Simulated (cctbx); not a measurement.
# Ti2Cd3Ni3B across an absorption edge

Space group P-62m (no. 189), a = 6.9290 Å, b = 6.9290 Å, c = 3.2340 Å, α = 90.00°, β = 90.00°, γ = 120.00°.

```
atom  mult.    x       y    z  Ueq (Å²)
 Cd1      3    0  0.6038  1/2    0.0193
 Ni1      3    0  0.2462    0    0.0202
 Ti1      2  2/3     1/3    0    0.0185
  B1      1    0       0  1/2    0.0306
```

The model was made for the exercise: a known structure type with other elements put in, its volume estimated, not relaxed; displacement parameters are assumed.

Calculated with cctbx: free-atom f′ and f″ from the Sasaki tables, no fine structure; amplitudes in electrons.

How do |F(hkl)| and |F(−h−k−l)| change across the Cd K edge?

```text
E (eV)    f'(Cd)   f''           |F|3 0 1        |F|0 0 2        |F|2 0 0        |F|3 0 0
  26111   -3.33   0.58       10.1/  10.1    148.7/ 148.7     18.8/  18.8     96.9/  96.9
  26461   -4.12   0.57        8.9/   8.9    146.7/ 146.7     17.7/  17.7     95.6/  95.6
  26591   -4.79   0.56        7.8/   7.8    144.9/ 144.9     16.7/  16.7     94.5/  94.5
  26651   -5.43   0.56        6.8/   6.8    143.2/ 143.2     15.8/  15.8     93.5/  93.5
  26681   -6.07   0.56        5.9/   5.9    141.6/ 141.6     14.8/  14.8     92.5/  92.5
  26696   -6.69   0.56        4.9/   4.9    140.0/ 140.0     13.9/  13.9     91.5/  91.5
  26703   -7.20   0.56        4.1/   4.1    138.6/ 138.6     13.2/  13.2     90.7/  90.7
  26707   -7.80   0.56        3.2/   3.2    137.1/ 137.1     12.3/  12.3     89.7/  89.7
  26715   -8.69   3.60        5.1/   5.1    135.2/ 135.2     11.9/  11.9     88.5/  88.5
  26719   -7.80   3.60        5.8/   5.8    137.5/ 137.5     13.1/  13.1     90.0/  90.0
  26726   -6.93   3.60        6.6/   6.6    139.8/ 139.8     14.3/  14.3     91.3/  91.3
  26741   -6.18   3.59        7.4/   7.4    141.7/ 141.7     15.4/  15.4     92.5/  92.5
  26771   -5.46   3.59        8.3/   8.3    143.5/ 143.5     16.4/  16.4     93.7/  93.7
  26861   -4.53   3.57        9.5/   9.5    145.9/ 145.9     17.7/  17.7     95.1/  95.1
  27111   -3.53   3.51       10.8/  10.8    148.5/ 148.5     19.1/  19.1     96.7/  96.7
```

The edge is at 26711 eV. f′ of Cd falls from -4.8 e at 26591 eV to -7.8 e at 4 eV below it, and f″ steps from 0.56 to 3.60 e across it. Over that approach |F| changes by -59 % (3 0 1), -5 % (0 0 2), -26 % (2 0 0) and -5 % (3 0 0): a reflection falls where Cd scatters in phase with the total and rises where it scatters against it; it hardly moves where the Cd term is small or cancels by symmetry or lies in quadrature to the total. The f″ term interferes with the normal scattering with opposite sign for the two Friedel mates. These reflections are centric, so their Friedel mates stay equal.

[Logs are printed without paths, hosts, clocks, repeated set-up lines and the standing remarks that a program may print on its own settings, such as how far it seeks lower states.]
